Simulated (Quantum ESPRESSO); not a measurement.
## CrPbO3: magnetism against uniaxial strain

Aim: follow moments and order energies of CrPbO3 with uniaxial strain.

Main program and level: Quantum ESPRESSO 7.5; PBEsol with U = 3.5 eV on Cr d (ortho-atomic projectors); plane waves with GBRV 1.5 PBEsol potentials, no spin-orbit coupling.

Most raw output is cut from this account.

## (1) The starting structure

It takes space group Pm-3m (No. 221, cubic). The conventional cell has a = 4.011 Å, b = 4.011 Å, c = 4.011 Å, α = 90.00°, β = 90.00°, γ = 90.00°. Nearest to Cr lie 6 O at 2.01 Å. Pb has 12 O at 2.84 Å nearest. Nearest to O lie 2 Cr at 2.01 Å. Farther neighbours and most contacts between anions are not listed.

The cell comes from Materials Project 2023-11-01, a database of computed structures, and need not be the stable phase.

## (2) Factor along z 0.94, ferro +

Lengths along Cartesian z scale by the factor. Atoms keep their fractional places. Seeded atoms are those given a starting moment.

pw.in reads:

```
&CONTROL
  calculation = 'scf'
  prefix = 'pwscf'
  outdir = './tmp'
  pseudo_dir = './pseudo'
  disk_io = 'nowf'
  tprnfor = .true.
  tstress = .true.
/
&SYSTEM
  ibrav = 0
  celldm(1) = 8
  nat = 5
  ntyp = 3
  ecutwfc = 40
  ecutrho = 280
  nbnd = 34
  occupations = 'smearing'
  smearing = 'fd'
  degauss = 0.00999582
  nspin = 2
  starting_magnetization(1) = 0.2143
  starting_magnetization(2) = 0
  starting_magnetization(3) = 0
/
&ELECTRONS
  conv_thr = 1d-08
  electron_maxstep = 150
  mixing_beta = 0.3
/
ATOMIC_SPECIES
Cr     51.9961 cr_pbesol_v1.5.uspp.F.UPF
Pb    207.2000 pb_pbesol_v1.uspp.F.UPF
O      15.9990 o_pbesol_v1.2.uspp.F.UPF
CELL_PARAMETERS alat
   0.9475086788874    0.0000000000000    0.0000000000000
   0.0000000000000    0.9475086788874    0.0000000000000
   0.0000000000000    0.0000000000000    0.8906581581541
ATOMIC_POSITIONS crystal
Cr      0.0000000000    0.0000000000    0.0000000000
Pb      0.5000000000    0.5000000000    0.5000000000
O       0.0000000000    0.0000000000    0.5000000000
O       0.0000000000    0.5000000000    0.0000000000
O       0.5000000000    0.0000000000    0.0000000000
K_POINTS automatic
6 6 6 0 0 0
HUBBARD {ortho-atomic}
U Cr-3d 3.5000
```

Run with:

```sh
> OMP_NUM_THREADS=1 mpirun -n 2 pw.x -nk 2 -in pw.in > pw.out
```

Elapsed: 63 s, on 2 MPI ranks of Arm Neoverse V1, shared host; peak memory 0.37 GiB; 2.1 min of CPU time.

Spin moment in the atom's sphere by atom:

```tsv
atom	spin moment in the atom's sphere (μB)
Cr1	2.08
Pb2	-0.04
O3	-0.21
O4	-0.13
O5	-0.13
```

Read from the output:

| Property | Result |
| --- | --- |
| smearing term TS | 0.1203 eV |
| pressure | -8.62 GPa |
| magnetization | 2.031 μB |
| absolute magnetization | 3.136 μB |
| final state | ferromagnetic |

## (3) Factor along z 0.94, antiferro q=(0,0,1/2) +-

The wavevector q is in fractions of the reciprocal vectors of the crystal's primitive cell, as the cells of these inputs are built from it; moments change sign between cells as cos(2π q·R).

pw.in reads:

```
&CONTROL
  calculation = 'scf'
  prefix = 'pwscf'
  outdir = './tmp'
  pseudo_dir = './pseudo'
  disk_io = 'nowf'
  tprnfor = .true.
  tstress = .true.
/
&SYSTEM
  ibrav = 0
  celldm(1) = 8
  nat = 10
  ntyp = 4
  ecutwfc = 40
  ecutrho = 280
  nbnd = 60
  occupations = 'smearing'
  smearing = 'fd'
  degauss = 0.00999582
  nspin = 2
  starting_magnetization(1) = 0.2143
  starting_magnetization(2) = -0.2143
  starting_magnetization(3) = 0
  starting_magnetization(4) = 0
/
&ELECTRONS
  conv_thr = 2d-08
  electron_maxstep = 150
  mixing_beta = 0.3
/
ATOMIC_SPECIES
Cr1    51.9961 cr_pbesol_v1.5.uspp.F.UPF
Cr2    51.9961 cr_pbesol_v1.5.uspp.F.UPF
Pb    207.2000 pb_pbesol_v1.uspp.F.UPF
O      15.9990 o_pbesol_v1.2.uspp.F.UPF
CELL_PARAMETERS alat
   0.9475086788874    0.0000000000000    0.0000000000000
   0.0000000000000    0.9475086788874    0.0000000000000
   0.0000000000000    0.0000000000000    1.7813163163082
ATOMIC_POSITIONS crystal
Cr1     0.0000000000    0.0000000000    0.0000000000
Cr2     0.0000000000    0.0000000000    0.5000000000
Pb      0.5000000000    0.5000000000    0.2500000000
Pb      0.5000000000    0.5000000000    0.7500000000
O       0.0000000000    0.0000000000    0.2500000000
O       0.0000000000    0.0000000000    0.7500000000
O       0.0000000000    0.5000000000    0.0000000000
O       0.0000000000    0.5000000000    0.5000000000
O       0.5000000000    0.0000000000    0.0000000000
O       0.5000000000    0.0000000000    0.5000000000
K_POINTS automatic
6 6 3 0 0 0
HUBBARD {ortho-atomic}
U Cr1-3d 3.5000
U Cr2-3d 3.5000
```

The job ended after 3.1 min (2 MPI ranks; peak memory 0.55 GiB; 6.1 min of CPU time).

Spin moment in the atom's sphere by atom:

```tsv
atom	spin moment in the atom's sphere (μB)
Cr1	2.06
Cr2	-2.06
Pb3	0.00
Pb4	0.00
O5	0.00
O6	0.00
O7	-0.08
O8	0.08
O9	-0.08
O10	0.08
```

Read from the output:

```yaml
smearing_term_ts: 0.3408 eV
pressure: -8.710 GPa
magnetization: 0 μB
absolute_magnetization: 5.597 μB
final_state: antiferromagnetic
```

## (4) Factor along z 0.94, no spin polarisation

pw.in reads:

```
&CONTROL
  calculation = 'scf'
  prefix = 'pwscf'
  outdir = './tmp'
  pseudo_dir = './pseudo'
  disk_io = 'nowf'
  tprnfor = .true.
  tstress = .true.
/
&SYSTEM
  ibrav = 0
  celldm(1) = 8
  nat = 5
  ntyp = 3
  ecutwfc = 40
  ecutrho = 280
  nbnd = 32
  occupations = 'smearing'
  smearing = 'fd'
  degauss = 0.00999582
/
&ELECTRONS
  conv_thr = 1d-08
  electron_maxstep = 150
  mixing_beta = 0.3
/
ATOMIC_SPECIES
Cr     51.9961 cr_pbesol_v1.5.uspp.F.UPF
Pb    207.2000 pb_pbesol_v1.uspp.F.UPF
O      15.9990 o_pbesol_v1.2.uspp.F.UPF
CELL_PARAMETERS alat
   0.9475086788874    0.0000000000000    0.0000000000000
   0.0000000000000    0.9475086788874    0.0000000000000
   0.0000000000000    0.0000000000000    0.8906581581541
ATOMIC_POSITIONS crystal
Cr      0.0000000000    0.0000000000    0.0000000000
Pb      0.5000000000    0.5000000000    0.5000000000
O       0.0000000000    0.0000000000    0.5000000000
O       0.0000000000    0.5000000000    0.0000000000
O       0.5000000000    0.0000000000    0.0000000000
K_POINTS automatic
6 6 6 0 0 0
HUBBARD {ortho-atomic}
U Cr-3d 3.5000
```

Run time: 36 s. Hardware: 2 MPI ranks; peak memory 0.26 GiB; 72 s of CPU time.

This step gave:

| Quantity | Value |
| --- | --- |
| smearing term TS | 0.2075 eV |
| pressure | -14.21 GPa |
| final state | non-magnetic (no spin polarisation) |

## (5) Factor along z 1.06, ferro +

Edit pw.in of step 4 so:

```diff
@@ -16,3 +16,3 @@
   ecutrho = 280
-  nbnd = 32
+  nbnd = 34
   occupations = 'smearing'
@@ -20,2 +20,6 @@
   degauss = 0.00999582
+  nspin = 2
+  starting_magnetization(1) = 0.2143
+  starting_magnetization(2) = 0
+  starting_magnetization(3) = 0
 /
@@ -33,3 +37,3 @@
    0.0000000000000    0.9475086788874    0.0000000000000
-   0.0000000000000    0.0000000000000    0.8906581581541
+   0.0000000000000    0.0000000000000    1.0043591996206
 ATOMIC_POSITIONS crystal
```

Wall time 82 s (2 MPI ranks); peak memory 0.4 GiB; 2.7 min of CPU time.

Read from the output:

| Quantity | Value |
| --- | --- |
| smearing term TS | 0.1779 eV |
| pressure | -19.69 GPa |
| magnetization | 2.028 μB |
| absolute magnetization | 3.579 μB |
| final state | ferromagnetic |
| largest moment | 2.323 μB |

## (6) A faulty input

One input was spoiled on purpose, to see how the program answers.

Edit pw.in of step 5 so:

```diff
@@ -11,3 +11,2 @@
   ibrav = 0
-  celldm(1) = 8
   nat = 5
@@ -16,3 +15,3 @@
   ecutrho = 280
-  nbnd = 34
+  nbnd = 32
   occupations = 'smearing'
@@ -24,2 +23,3 @@
   starting_magnetization(3) = 0
+  tot_charge = 4
 /
@@ -27,3 +27,3 @@
   conv_thr = 1d-08
-  electron_maxstep = 150
+  electron_maxstep = 100
   mixing_beta = 0.3
@@ -34,6 +34,6 @@
 O      15.9990 o_pbesol_v1.2.uspp.F.UPF
-CELL_PARAMETERS alat
-   0.9475086788874    0.0000000000000    0.0000000000000
-   0.0000000000000    0.9475086788874    0.0000000000000
-   0.0000000000000    0.0000000000000    1.0043591996206
+CELL_PARAMETERS angstrom
+   4.0112000000    0.0000000000    0.0000000000
+   0.0000000000    4.0112000000    0.0000000000
+   0.0000000000    0.0000000000    4.0112000000
 ATOMIC_POSITIONS crystal
```

It took 64 s on 2 MPI ranks; peak memory 0.34 GiB; 2.1 min of CPU time.

The run converged, but its input is faulty, so its numbers are not to be trusted.

The fault in the input: a charge that the cell can't hold.

The two runs compared:

```tsv
quantity	this run	same start on sound input	difference
largest moment (μB)	1.6672	2.2619	-0.595
magnetization (μB)	3.217	2.024	1.19
absolute magnetization (μB)	3.246	3.403	-0.157
```

The two runs differ clearly in the magnetization: 3.22 μB against 2.02 μB.

## (7) All points

The runs not shown differ from these in the moved quantity alone.

States, by row:

```tsv
c axis	ferro +	antiferro q=(0,0,1/2) +-	no spin polarisation
0.94	ferromagnetic	antiferromagnetic	non-magnetic
0.97	ferromagnetic	antiferromagnetic	non-magnetic
1	ferromagnetic	antiferromagnetic	non-magnetic
1.03	ferromagnetic	antiferromagnetic	non-magnetic
1.06	ferromagnetic	antiferromagnetic	non-magnetic
```

The largest site moment by c axis:

```tsv
c axis (factor)	ferro + (μB)	antiferro q=(0,0,1/2) +- (μB)
0.9400	2.08	2.06
0.9700	2.17	2.16
1.0000	2.26	2.24
1.0300	2.30	2.28
1.0600	2.32	2.31
```

Energy less that of the parallel start against c axis; values in meV a seeded atom:

```tsv
c axis (factor)	antiferro q=(0,0,1/2) +-	no spin polarisation
0.9400	101	1635
0.9700	75.8	1744
1.0000	58.8	1837
1.0300	47.4	1900
1.0600	38.9	1936
```

Energy over the lowest against c axis; values in meV an atom:

```tsv
c axis (factor)	ferro +	antiferro q=(0,0,1/2) +-	no spin polarisation
0.9400	0	20.2	327
0.9700	20.4	35.6	369
1.0000	53.5	65.3	421
1.0300	95.3	105	475
1.0600	143	151	531
```

## (8) Outcome

```
moment, parallel start       : 2.08 to 2.32 μB
states met from these starts : antiferromagnetic and ferromagnetic
```

The moment of the parallel start goes from 2.08 μB at 0.94 to 2.32 μB at 1.06. The net moment of the cell goes from 2.03 to 2.03 μB. The radius of the spheres follows the nearest distance, so part of the change of the site moments is the spheres'. The largest moment of the start antiferro q=(0,0,1/2) +- lies between 2.06 and 2.31 μB. The start antiferro q=(0,0,1/2) +- lies over the parallel one at every finished point, by 38.9 to 101 meV a seeded atom. Energies are free energies at an electronic temperature of 1580 K, which lowers moments and differences where the moments are itinerant. The smearing term is large for its width, so states at the Fermi level are partly filled: at this level the cell is a metal or has a gap of a few widths at most.

[Logs and program files are shortened in this print: banners, set-up blocks, solver, clock and traceback lines can be left out without a mark of their own.]

[Logs are printed without paths, hosts, clocks, repeated set-up lines and the standing remarks that a program may print on its own settings, such as how far it seeks lower states.]

[Hosts, paths, dates, database ids (printed as entryN), source tags and the programs' standing remarks are cut or masked in the printed files.]

[Where a cell is said to come from a database of computed structures, the database is the Materials Project.]
